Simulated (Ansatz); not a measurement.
**What Sc (model cell, started as body-centred cubic) distorts into**

Wanted: the energy along a soft mode of Sc (model cell, started as body-centred cubic) and the structure at the end.

Program: Ansatz 0.2.0. Level of theory: DFT LDA, scalar-relativistic, plane waves, PAW; PAW set soft_1. Results are calculated unless marked as measured.

Most raw output is cut from this account.

This is not the structure that Sc takes at ambient pressure and room temperature (hexagonal, No. 194); it is a model or a phase of other conditions.

## Step 1: The starting structure

It takes space group Im-3m (No. 229, cubic). The conventional cell has a = 3.566 Å, b = 3.566 Å, c = 3.566 Å, α = 90.00°, β = 90.00°, γ = 90.00°. Nearest to Sc lie 8 Sc at 3.09 Å.

Structure file:

```cif
data_structure
_symmetry_space_group_name_H-M 'P 1'
_symmetry_Int_Tables_number 1
_cell_length_a 3.0882
_cell_length_b 3.0882
_cell_length_c 3.0882
_cell_angle_alpha 109.471
_cell_angle_beta 109.471
_cell_angle_gamma 109.471
_cell_volume 22.67
loop_
_atom_site_label
_atom_site_type_symbol
_atom_site_fract_x
_atom_site_fract_y
_atom_site_fract_z
_atom_site_occupancy
Sc1 Sc 0.00000 0.00000 0.00000 1
```

## Step 2: Response at finite wavevector

The cell comes from relaxations at this level that are not shown. Stability and thermal properties need the whole zone. Linear response on a 4×4×4 q mesh gives force constants as far as a supercell of that size would.

The input, input.yaml:

```yaml
crystal:
  lattice:
    - [-1.7829656149, 1.7829656149, 1.7829656149]
    - [1.7829656149, -1.7829656149, 1.7829656149]
    - [1.7829656149, 1.7829656149, -1.7829656149]
  atoms:
    - { symbol: Sc, position: [0.0, 0.0, 0.0] }
kpoints:
  mp_grid: { grid: [16, 16, 16] }
hamiltonian:
  xc: lda
  pseudopotentials: { kind: paw, azcp: { folder: soft_1 }, xc_functional: pbe }
scf:
  occupations: { method: methfessel_paxton, width: 0.2 }
output:
  eigenvalues: true
phonons:
  method: dfpt
  qmesh: [4, 4, 4]
  temperatures: { t_max: 1000, t_step: 50 }
  qpath:
    path:
      - [[0.0, 0.0, 0.0], [0.5, -0.5, 0.5], [0.0, 0.0, 0.5], [0.0, 0.0, 0.0], [0.25, 0.25, 0.25], [0.5, -0.5, 0.5]]
      - [[0.25, 0.25, 0.25], [0.0, 0.0, 0.5]]
    npoints: 10
```

Command:

```
> ansatz run input.yaml --threads 4 --pin off --max-ram 16384MiB --backend cpu --events-out ev --progress --plain --runs-dir out
```

It took 77 s on 4 threads of Intel Xeon Platinum 8375C at 2.90GHz (Ice Lake), shared host; peak memory 2.3 GiB; 4.7 min of CPU time.

Numbers from this step:

- volume per atom: 22.67 Å³
- gap on the k-mesh: 0 eV
- sum-rule residual before enforcement: 1.29e-5 eV/Å²
- lowest frequency on the path: -105.9 cm⁻¹
- highest frequency on the path or at a solved wavevector: 222.4 cm⁻¹
- lowest mode on the q mesh (acoustic modes at Γ apart): -105.9 cm⁻¹

Frequencies (cm⁻¹) solved at each irreducible wavevector; negative means imaginary. Frequencies by wavevector, by row:

```csv
q in reciprocal lattice units,star,mode 1,mode 2,mode 3
0 0 0,1,0,0,0
0 0 0.25,12,-64.8,83.5,140.6
0 0 -0.5,6,-105.9,128.5,192.7
0 0.25 0.25,24,-85.9,145.8,189.8
0.25 0.25 0.25,2,157.6,157.6,157.6
0.25 0.25 -0.25,6,65.7,122.4,122.4
0.25 -0.5 -0.5,12,92.4,173.4,210.1
-0.5 -0.5 -0.5,1,222.4,222.4,222.4
```

Interpolated from a 4×4×4 q mesh. Phonon branches along the path, in cm⁻¹:

```csv
point,branch 1,branch 2,branch 3
Γ,0,0,0
halfway,66,122,122
H,222,222,222
halfway,92,173,210
N,-106,128,193
halfway,-65,84,141
Γ,0,0,0
halfway,45,45,174
P,158,158,158
halfway,-61,195,195
H,222,222,222
jump to P,158,158,158
halfway,-47,154,191
N,-106,128,193
```

Symmetry leaves 8 wavevectors to solve. The lowest mode among them, the acoustic zeros apart, lies at q = (0, 0, -0.5) and is imaginary, 105.9i cm⁻¹, so the energy falls along it.

## Step 3: The mode frozen in, largest atomic shift 0 Å

The mode followed lies at q = (0, 0.25, 0.25) with frequency 85.9i cm⁻¹, one of the unstable modes though not the softest. At small amplitude the distorted cell has space group no. 11 by a symmetry search on the positions. The undistorted cell that holds it gives the zero of energy on the same k mesh.

System of this step: Sc (model cell, started as body-centred cubic). The structure is cubic, space group Im-3m (No. 229). Conventional cell: a = 3.566 Å, b = 3.566 Å, c = 3.566 Å, α = 90.00°, β = 90.00°, γ = 90.00°. Nearest to Sc lie 8 Sc at 3.09 Å.

input.yaml, the sections that differ from step 2:

```yaml
crystal:
  lattice:
    - [-1.7829656149, 1.7829656149, 1.7829656149]
    - [0.0, -3.5659312298, 3.5659312298]
    - [5.3488968447, 1.7829656149, 1.7829656149]
  atoms:
    - { symbol: Sc, position: [0.0, 0.0, 0.0] }
    - { symbol: Sc, position: [0.75, 0.5, 0.25] }
    - { symbol: Sc, position: [0.5, 0.0, 0.5] }
    - { symbol: Sc, position: [0.25, 0.5, 0.75] }
kpoints:
  mp_grid: { grid: [14, 8, 8] }
output:
  forces: true
  stress: true
  eigenvalues: true
# hamiltonian, scf: as in step 2
# phonons: removed
```

Wall time 9 s (4 threads); peak memory 0.85 GiB; 34 s of CPU time.

Numbers from this step:

```
pressure                         : -0.006370 GPa
energy from the undistorted cell : 0 meV/atom
```

The run ends at a pressure of -0.01 GPa.

## Step 4: The mode frozen in, largest atomic shift 0.22 Å

The atoms are moved along the unstable eigenvector, the largest shift by 0.22 Å, with the cell fixed.

input.yaml, the sections that differ from step 3:

```yaml
crystal:
  lattice:
    - [-1.7829656149, 1.7829656149, 1.7829656149]
    - [0.0, -3.5659312298, 3.5659312298]
    - [5.3488968447, 1.7829656149, 1.7829656149]
  atoms:
    - { symbol: Sc, position: [0.0656325139, 0.0, -0.0096823877] }
    - { symbol: Sc, position: [0.6843674861, 0.5, 0.2596823877] }
    - { symbol: Sc, position: [0.4343674861, 0.0, 0.5096823877] }
    - { symbol: Sc, position: [0.3156325139, 0.5, 0.7403176123] }
# kpoints, hamiltonian, scf, output: as in step 3
```

It took 8.8 s on 4 threads; peak memory 0.78 GiB.

Numbers from this step:

- pressure: -0.2681 GPa
- energy from the undistorted cell: -7.886 meV/atom

The energy, extrapolated to zero smearing, is -7.89 meV/atom against the undistorted cell.

The run ends at a pressure of -0.27 GPa, with forces up to 0.34 eV/Å.

## Step 5: Energy along the mode, all amplitudes (two of the runs are shown above)

An imaginary frequency means negative curvature, so the energy should fall and then rise again as anharmonic terms take over.

Numbers from this step:

```
depth at the lowest point sampled  : 7.886 meV/atom
largest atomic shift at that point : 0.22 Å
```

Energy from the parent against largest atomic shift:

| largest atomic shift (Å) | energy from the parent (meV/atom) |
| --- | --- |
| 0.000 | 0 |
| 0.040 | -0.934 |
| 0.080 | -3.24 |
| 0.140 | -7.02 |
| 0.220 | -7.89 |
| 0.320 | 5.81 |

Displacement at unit largest shift by atom:

```
atom   x (Å)   y (Å)   z (Å)   size
 Sc1  -0.767   0.453   0.453  0.999
 Sc2   0.767  -0.453  -0.453  0.999
 Sc3   0.767  -0.453  -0.453  0.999
 Sc4  -0.767   0.453   0.453  0.999
```

The lowest of the steps tried is at 0.22 Å, 7.89 meV/atom below the parent; the bottom of the well need not coincide with a step.

## Step 6: Relaxation from the frozen mode

Starting from the lowest point found, all atoms and the cell are let go, so that strain and other modes of the same symmetry can join in.

Edit input.yaml of step 4 so:

```diff
@@ -21 +21,6 @@
   eigenvalues: true
+relax:
+  adjacent_minimum: "off"
+  f_tol: 0.002
+  max_steps: 120
+  cell: { stress_tol: 0.03 }
```

Elapsed: 79 s, on 4 threads; peak memory 0.85 GiB; 5.1 min of CPU time.

The steps of the relaxation:

| step | energy less that of the first step (eV) | largest force component (eV/Å) | pressure (GPa) | volume (Å³) |
| --- | --- | --- | --- | --- |
| 1 | 0.0000 | 0.2220 | -0.27 | 90.69 |
| 2 | -0.1927 | 0.2979 | -0.47 | 90.30 |
| 3 | -0.2438 | 0.2693 | -0.10 | 89.86 |
| 4 | -0.2782 | 0.1126 | 0.49 | 88.91 |
| 5 | -0.2856 | 0.0082 | -0.02 | 89.70 |
| 6 | -0.2846 | 0.0261 | 0.20 | 89.36 |
| 7 | -0.2862 | 0.0015 | 0.01 | 89.65 |
| 8 | -0.2862 | 0.0003 | 0.00 | 89.67 |
| 9* | -0.2863 | 0.0003 | 0.01 | 89.67 |

Relaxation steps marked * repeat the geometry before them on a plane-wave basis chosen anew for their cell, so energy and pressure can jump there. Relaxation step 6 was tried and not accepted.

The run keeps the 4 symmetry operations that it works with, so distortions that break them were not tested.

```csv
cell as run,before,after,change
a (Å),3.088,3.154,+2.1 %
b (Å),5.043,4.891,-3.0 %
c (Å),5.913,6.022,+1.8 %
β (°),100.02,105.14,+5.1 %
volume (Å³/atom),22.67,22.42,-1.1 %
```

The atoms that moved most (Å, as changes of fractional coordinates times the final cell):

```csv
atom,dx,dy,dz,length
Sc4,-0.164,0.240,0.240,0.377
Sc3,0.164,-0.240,-0.240,0.377
Sc1,-0.058,-0.055,-0.055,0.097
Sc2,0.058,0.055,0.055,0.097
```

The relaxed structure:

```xyz
4
Lattice="-1.9333 1.7621 1.7621 0.0000 -3.4584 3.4584 5.5569 1.6406 1.6406" Properties=species:S:1:pos:R:3 pbc="T T T"
Sc   -0.2390    0.0446    0.0446
Sc    0.1783   -0.0421    3.4164
Sc    2.1564    1.3616    1.3616
Sc    3.3398    0.2815    3.7400
```

This step gave:

* pressure: 0.006551 GPa
* volume per atom: 22.42 Å³

The distorted start has space group P2_1/m; the relaxation ends in Cmcm.

## Step 7: The new phase in its own primitive cell

The relaxed structure is symmetrised, reduced to its primitive cell and relaxed tightly, as its phonons need.

input.yaml, the sections that differ from step 6:

```yaml
crystal:
  lattice:
    - [1.5769988951, -5.8127389136, 0.0]
    - [1.5769988951, 5.8127389136, 0.0]
    - [0.0, 0.0, 4.8909462488]
  atoms:
    - { symbol: Sc, position: [0.8252107887, 0.1747892113, 0.75] }
    - { symbol: Sc, position: [0.1747892113, 0.8252107887, 0.25] }
    - { symbol: Sc, position: [0.5642063182, 0.4357936818, 0.75] }
    - { symbol: Sc, position: [0.4357936818, 0.5642063182, 0.25] }
kpoints:
  mp_grid: { grid: [14, 14, 10] }
relax:
  adjacent_minimum: "off"
  f_tol: 0.001
  max_steps: 60
  cell: { stress_tol: 0.01 }
# hamiltonian, scf, output: as in step 6
```

Run time: 37 s. Hardware: 4 threads; peak memory 0.95 GiB; 2.4 min of CPU time.

Little changed from the start: no atom moved by 0.005 Å and no cell edge by 0.1 %.

This step gave:

- pressure: -1.67e-4 GPa

The largest force component left is 0.33 meV/Å and the pressure is 0.000 GPa, within the tolerances set. The cell now holds 22.42 Å³/atom.

## Step 8: Modes of the new phase, k-mesh 14×14×10

A relaxed structure may still be a saddle point, so its zone-centre modes are computed. No field response is asked, since the mesh shows no gap.

input.yaml, the sections that differ from step 7:

```yaml
crystal:
  lattice:
    - [1.5772299085, -5.8128288987, 0.0]
    - [1.5772299085, 5.8128288987, 0.0]
    - [0.0, 0.0, 4.8904837964]
  atoms:
    - { symbol: Sc, position: [0.8254162568, 0.1745837432, 0.75] }
    - { symbol: Sc, position: [0.1745837432, 0.8254162568, 0.25] }
    - { symbol: Sc, position: [0.5643965936, 0.4356034064, 0.75] }
    - { symbol: Sc, position: [0.4356034064, 0.5643965936, 0.25] }
output:
  eigenvalues: true
phonons:
  method: dfpt
# kpoints, hamiltonian, scf: as in step 7
# relax: removed
```

Elapsed: 3.3 min, on 4 threads; peak memory 3.1 GiB; 12 min of CPU time.

Numbers from this step:

```yaml
sum_rule_residual_before_enforcement: 6.51e-5 eV/Å²
point_group: mmm
highest_optical_mode_at_the_zone_centre_no_lo_to_term: 244.6 cm⁻¹
lowest_optical_zone_centre_mode: 110.2 cm⁻¹
```

Patterns of degenerate modes are one choice out of their space. Modes at Γ:

| mode | frequency (cm⁻¹) | symmetry |
| --- | --- | --- |
| 1 | 0.0 | acoustic |
| 2 | 0.0 | acoustic |
| 3 | 0.0 | acoustic |
| 4 | 110.2 | B1g |
| 5 | 120.2 | Ag |
| 6 | 133.6 | B3g |
| 7 | 156.3 | B1g |
| 8 | 173.3 | B3u |
| 9 | 195.3 | B1u |
| 10 | 211.7 | Ag |
| 11 | 224.2 | B2u |
| 12 | 244.6 | B3g |

Displacements in mode 4 (110.2 cm⁻¹), the largest set to 1:
```
Sc1 -0.39  0.00  0.00
Sc2  0.39  0.00  0.00
Sc3  1.00  0.00  0.00
Sc4 -1.00  0.00  0.00
```

Displacements in mode 12 (244.6 cm⁻¹), the largest set to 1:
```
Sc1  0.00  0.00  0.47
Sc2  0.00  0.00 -0.47
Sc3  0.00  0.00  1.00
Sc4  0.00  0.00 -1.00
```

Before it was imposed, the acoustic sum rule was missed by 6.5e-5 eV/Å². Small misses are needed for a sound result but don't prove that mesh and cutoff are converged. The lowest optical mode is real, 110 cm⁻¹.

## Step 9: The phases reached

The phases reached along the modes that were followed are set side by side.

Energies are those of the first relaxation, on the mesh of the frozen mode; space group, volume and gap are those of the last relaxation. Phases, by row:

```
               mode frozen in  space group  energy from parent (meV/atom)  volume (Å³/atom)  gap on mesh (eV)  lowest zone-centre optical mode (cm⁻¹)  largest shift (Å)
                       parent        Im-3m                              0             22.67                 0                                       –                  –
  q = (0, 0, -0.5), 106i cm⁻¹     P6_3/mmc                         -120.8             22.51                 0                                   137.5              0.466
q = (0, 0.25, 0.25), 86i cm⁻¹         Cmcm                         -79.38             22.42                 0                                   110.2              0.591
```

## Step 10: What came out

- unstable mode of the parent: q = (0, 0.25, 0.25), 86i cm⁻¹
- depth at the lowest point sampled: 7.89 meV/atom
- largest atomic shift at that point: 0.22 Å
- space group reached (within 0.01 Å): Cmcm
- energy gained over the parent (first relaxation, on the mesh of the frozen mode): 79.4 meV/atom
- volume per atom, phase reached: 22.4 Å³
- lowest optical zone-centre mode, phase reached: 110 cm⁻¹
- highest optical mode at the zone centre (no LO-TO term), phase reached: 245 cm⁻¹

In words: Along this mode the structure falls into Cmcm, 79.4 meV/atom below the parent. At the parent's cell the well is 7.886 meV/atom deep on the steps tried, with its lowest point at a shift of 0.22 Å. Relaxing atoms and cell changes the gain by +71.50 meV/atom against the lowest step (energies at zero smearing). Most of the total comes from this relaxation. The new phase has no imaginary mode at the zone centre of its cell; other wavevectors were not checked. Of the 2 patterns followed to their end from this parent, this one ends 41.4 meV/atom above the lowest, P6_3/mmc. Each path keeps the symmetry of its pattern, so a lower phase may lie along a pattern not tried. With no gap, or one that is small against the smearing, the frequencies hang on the k mesh and the smearing, most of all near Kohn anomalies. The PAW files were made for PBE and serve the other functionals too. The starting cell was built on a prototype and not taken from a measurement, so the phase need not exist.

[Logs are printed without paths, hosts, clocks, repeated set-up lines and the standing remarks that a program may print on its own settings, such as how far it seeks lower states.]

[Hosts, paths, dates, database ids (printed as entryN), source tags and the programs' standing remarks are cut or masked in the printed files.]
